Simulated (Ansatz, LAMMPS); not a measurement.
# Forces and charges in amorphous Si0.7Ge0.3 (120 atoms), part 2 of 2

What does DFT give for amorphous Si0.7Ge0.3 (120 atoms) as built?

Ansatz 0.2.0; Kohn-Sham DFT, r2SCAN, PAW (set soft_2), plane waves.

The cell: 84 Si and 36 Ge. The quench rate of 300 K/ps is orders of magnitude faster than experiment. The starting topology of bonds comes from the classical model. Only the Γ point is sampled, in a cell whose shortest periodic width is 14 Å.

So far. Step 3 (Plane-wave single point): Between -26 and -18 eV lie 360 more states.

### Step 3. Plane-wave single point (continued)

Valence density in the ac plane at fractional y = 0.332, with atoms of Si and Ge within 0.2 Å of it. It is the smooth field of the valence electrons, not physical close to the nuclei.

Ten steps, logarithmic in the rise over the least value, from '0' (0 e/Å³) to '9' (32 e/Å³), each cell a mean:
```
000001232110000000000000001110000000000
000012797310000000000000001111000000000
000112687310000000000000011111000000000
111011122111100000000000011111000000000
111000000111111000000000001111000000001
111000000011211000111111000001111000011
111000000001110000112111000000111111111
111110000000000000011100000001111111111
111233210000000000000000000000111100000
011489621000000000000000000000000000000
001366410000000000000000000000000000000
001121100000000111110000000000000000000
011111000000001111110000000000000000000
110011000000011100110000000000000000000
111111000000011111100000000000000000000
011111100001122111000000000000000000000
000111111113686210000000000000000000000
000111111113797310011221000000011111000
111111111111232110113542100000111011111
432111111110111111112332111111111111123
973111111111111111111111125752111111137
752100111111111001110000137983110000125
111000111111111111100000013431000000001
000000111110000000000000001110000000000
```
Columns run along a (13.8 Å), rows up along c (13.8 Å). Atoms in or near the plane, at fractional coordinates: Si at (0.42, 0.44), Si at (0.41, 0.11), Si at (0.85, 0.21), Si at (0.07, 0.42), Ge at (0.34, 0.28), Ge at (0.13, 0.59), Ge at (0.19, 0.91), Ge at (0.70, 0.10), Ge at (0.01, 0.13).

Electrostatic potential energy in the ac plane at fractional y = 0.332, with atoms of Si and Ge within 0.2 Å of it. With pseudopotentials it is smooth inside the atoms' cores, unlike the true potential.

Ten even steps from '0' (-38 eV) to '9' (11 eV), each cell a mean:
```
999997655789999999999999998889999999999
999984101479999999999999998888999999999
989985211479999999999999998888999999999
888998666788999999999999987778999999999
889999999988889999999999988778999999998
678999999988889999888888999889988899886
147999999999899999888888999998765688862
468888999999999999888999999998754689875
888644579999999999999999999999887899998
997300258999999999999999999999999999999
997422368999999999999999999999999999999
998877889999998767899999999999999999999
864468999999986200379999999999999999999
610016899999985100279999999999999999999
730026899999988645789999999999999999999
887678999998656789999999999999999999999
999875568874101489999999999999999999999
999730027874101479987567899999875468999
888852147887555789873224799999730005898
346887788889888778875346887778740015774
013799864358873102788888853235887678741
125898730016861000589999741013799999852
778999852247886335899999864346899999987
999999888889999889999999998889999999999
```
Columns run along a (13.8 Å; values clipped at the 3rd and 97th percentile), rows up along c (13.8 Å). Atoms in or near the plane, at fractional coordinates: Si at (0.42, 0.44), Si at (0.41, 0.11), Si at (0.85, 0.21), Si at (0.07, 0.42), Ge at (0.34, 0.28), Ge at (0.13, 0.59), Ge at (0.19, 0.91), Ge at (0.70, 0.10), Ge at (0.01, 0.13).

Mean Löwdin charges: Ge -0.02, Si +0.07 e (they miss 0.63 % of the electrons, so they add up to more than the cell's charge). Charges this small depend on the projection, at times even in sign. Within 0.4 eV of the Fermi level the largest share is Si p (56 % of the projected weight).

### Step 4. Structure statistics

These statistics describe the geometry on which the runs were made.

Density 3.16 g/cm³, 21.76 Å³ an atom.

g(r), total and by pair (bins of 0.2 Å):

```
r (Å)  total  Si-Si  Si-Ge  Ge-Ge
 2.30   1.38   2.08   0.85   0.00
 2.50   4.08   3.77   4.57   3.51
 2.70   0.53   0.12   0.87   1.12
 2.90   0.00   0.00   0.00   0.00
 3.10   0.28   0.12   0.43   0.49
 3.30   0.62   0.62   0.64   0.58
 3.50   0.75   0.60   0.92   0.80
 3.70   1.44   1.56   1.32   1.40
 3.90   1.58   1.86   1.27   1.59
 4.10   1.60   1.65   1.55   1.63
 4.30   1.16   1.26   0.95   1.56
 4.50   0.91   0.97   0.87   0.79
 4.70   0.83   0.80   0.89   0.72
 4.90   0.83   0.68   0.98   0.93
 5.10   0.76   0.80   0.70   0.87
 5.30   0.81   0.87   0.68   1.09
 5.50   0.98   0.95   1.03   0.91
 5.70   1.11   1.13   1.05   1.33
 5.90   1.14   1.17   1.18   0.78
 6.10   1.04   1.00   1.05   1.25
 6.30   0.95   0.96   0.93   0.97
 6.50   1.02   0.99   1.05   1.02
 6.70   0.99   0.98   1.04   0.78
```

Bonds by pair of elements; cutoffs follow the first minimum of g(r), held within bounds set by covalent radii, and pairs that aren't listed don't count as bonded:

```
pair A-B  cutoff (Å)  bonds  mean length (Å)  spread (Å)  shortest (Å)  B about A  A about B
   Si-Si        2.88    120             2.44       0.074          2.31       2.86       2.86
   Si-Ge        2.88    114             2.50       0.091          2.35       1.36       3.17
   Ge-Ge        2.93     19             2.57       0.074          2.46       1.06       1.06
```

How many atoms have how many bonded neighbours:

```
element  mean  3   4   5  6
     Ge  4.22  1  26   9  0
     Si  4.21  3  61  19  1
```

Bond angles, per cent of each kind in bins of 5°:

```
angle (°)  Si-Si-Si  Ge-Si-Si  Si-Ge-Si  Ge-Ge-Si  Ge-Si-Ge
    50–55       0.0       0.0       0.7       0.0       0.0
    55–60       0.0       0.4       0.7       0.0       0.0
    60–65       0.0       1.2       0.0       0.0       0.0
    65–70       0.0       0.0       0.0       0.0       0.0
    70–75       0.0       1.7       0.7       2.1       0.0
    75–80       2.9       4.2       0.7       5.2       4.3
    80–85       6.3       6.2       3.6       7.3       8.7
    85–90       3.7       7.1       1.5       6.2       5.8
    90–95       4.8       7.5       5.8       7.3       7.2
   95–100      11.8      11.7       8.8      12.5      11.6
  100–105      11.4      10.0      13.1      13.5       8.7
  105–110      14.0      10.0      12.4       6.2      11.6
  110–115      11.8      12.1      17.5       9.4       1.5
  115–120      11.8      10.0      16.1      10.4      14.5
  120–125       8.5       4.6       6.6       6.2       4.3
  125–130       4.1       3.3       5.8       3.1       5.8
  130–135       1.8       1.7       0.7       5.2       4.3
  135–140       0.7       1.2       2.2       2.1       2.9
  140–145       0.4       2.1       0.0       0.0       1.5
  145–150       1.5       1.2       1.5       1.0       1.5
  150–155       1.5       0.8       0.0       2.1       0.0
  155–160       1.8       1.2       0.0       0.0       2.9
  160–165       0.4       0.0       0.0       0.0       0.0
  165–170       0.4       0.8       1.5       0.0       0.0
  170–175       0.4       0.8       0.0       0.0       1.5
  175–180       0.0       0.0       0.0       0.0       1.5
```

Bond angles (no mean is given where the spread exceeds 20°):

```
   angle  count  mean (°)  spread (°)
Si-Si-Si    271       109        17.7
Ge-Si-Si    240         -           -
Si-Ge-Si    137       109        16.1
Ge-Ge-Si     96       106        17.8
Ge-Si-Ge     69         -           -
```

Bond length by coordination (bonds to H left out):

```
element  coordination  atoms  mean bond length (Å)
     Ge             3      1                  2.43
     Ge             4     26                  2.50
     Ge             5      9                  2.57
     Si             3      3                  2.38
     Si             4     61                  2.43
     Si             5     19                  2.52
     Si             6      1                  2.55
```

Rings of the network by King's shortest-path rule, up to 12 atoms, one path for each pair of neighbours; H, halogens, alkali and alkaline-earth atoms are left out, and the last column divides by all other atoms, bonded or not:

```
ring size (atoms)  rings  per network atom
                3      2             0.017
                4     23             0.192
                5     81             0.675
                6    106             0.883
                7     72               0.6
                8     11             0.092
                9      1             0.008
```

For some of the pairs, g(r) has its first main peak near 2.4 Å (Si-Si), 2.5 Å (Si-Ge) and 2.5 Å (Ge-Ge). Counting bonds as in the table, 72 % of Ge atoms have 4 and 73 % of Si atoms have 4 bonded neighbours. The Si-Si-Si angle averages 109° with a spread of 18°. Rings of 6 atoms are the most common (36 % of those counted); sizes run from 3 to 9.

A closer look about Si25, which has 6 bonded neighbours where the commonest count for Si is 4: 15 atoms, nearest first, numbered in the order of the input, with positions taken from that point.

```
 atom      x      y      z  distance (Å)  bonds  Löwdin charge (e)     Fx     Fy  Fz (eV/Å)
 Si25   0.00   0.00   0.00          0.00      6               0.02   0.11  -0.07       0.20
 Ge89  -0.11  -2.42   0.14          2.43      4               0.03  -0.02   0.69       0.64
 Si17   1.74  -0.14  -1.79          2.50      4               0.04  -0.09  -0.10       0.33
 Ge85  -0.05   2.46  -0.45          2.50      4               0.01  -0.19  -0.28      -0.25
 Si66  -1.30   0.98   1.95          2.54      4               0.15   0.86   0.23      -0.50
 Si26  -1.93  -0.55  -1.66          2.61      5               0.10  -0.14  -0.14      -0.01
 Ge92   1.15   0.50   2.43          2.73      5              -0.07  -0.49   0.11      -0.05
 Si14  -0.16   0.35  -3.20          3.22      4               0.18   0.43   0.13      -0.10
 Si69  -1.34  -2.91  -1.96          3.76      4              -0.08   0.32  -0.11      -0.76
 Si72  -3.84  -0.29  -0.19          3.85      4               0.06   0.38  -0.04       0.24
 Si48  -1.93   3.17   1.17          3.89      5               0.03  -0.49  -0.45      -0.13
 Si28   2.19  -3.28  -0.03          3.94      4               0.09   0.11  -0.02      -0.38
 Si60   3.59   1.20  -1.16          3.96      4               0.06  -0.17   0.09      -0.05
Ge119   2.53   3.11  -0.06          4.01      5              -0.04   0.09  -0.11       0.08
 Si41  -0.80   2.70  -2.87          4.02      4               0.01  -0.28  -0.27       0.01
```

The column of bonds counts only the pairs Si-Si within 2.88 Å, Si-Ge within 2.88 Å, Ge-Ge within 2.93 Å; other neighbours, such as metal atoms beside each other in a compound, aren't counted, and periodic images can show an atom twice.

### Step 5. What came out

```json
{
 "free energy per atom": "-1737.7842 eV/atom",
 "pressure": "-2.745 GPa",
 "r.m.s. force component": "0.2793 eV/Å",
 "wall time of the 1 DFT run": "56 s"
}
```

In words: Counting bands leaves a spacing of only 0.031 eV (at Γ alone), which the smearing bridges: 2 levels are partly filled by over 2 %, so a gap, if any, is small at this level. Counting bonds as in the table, 72 % of Ge atoms have 4 and 73 % of Si atoms have 4 bonded neighbours.

**Limits.** The geometry was minimised with a classical potential after classical dynamics and isn't relaxed at this level: its force components are 0.28 eV/Å r.m.s. The pressure of -2.7 GPa belongs to a cell and atoms that aren't relaxed at this level.

[Logs are printed without paths, hosts, clocks, repeated set-up lines and the standing remarks that a program may print on its own settings, such as how far it seeks lower states.]

[Hosts, paths, dates, database ids (printed as entryN), source tags and the programs' standing remarks are cut or masked in the printed files.]
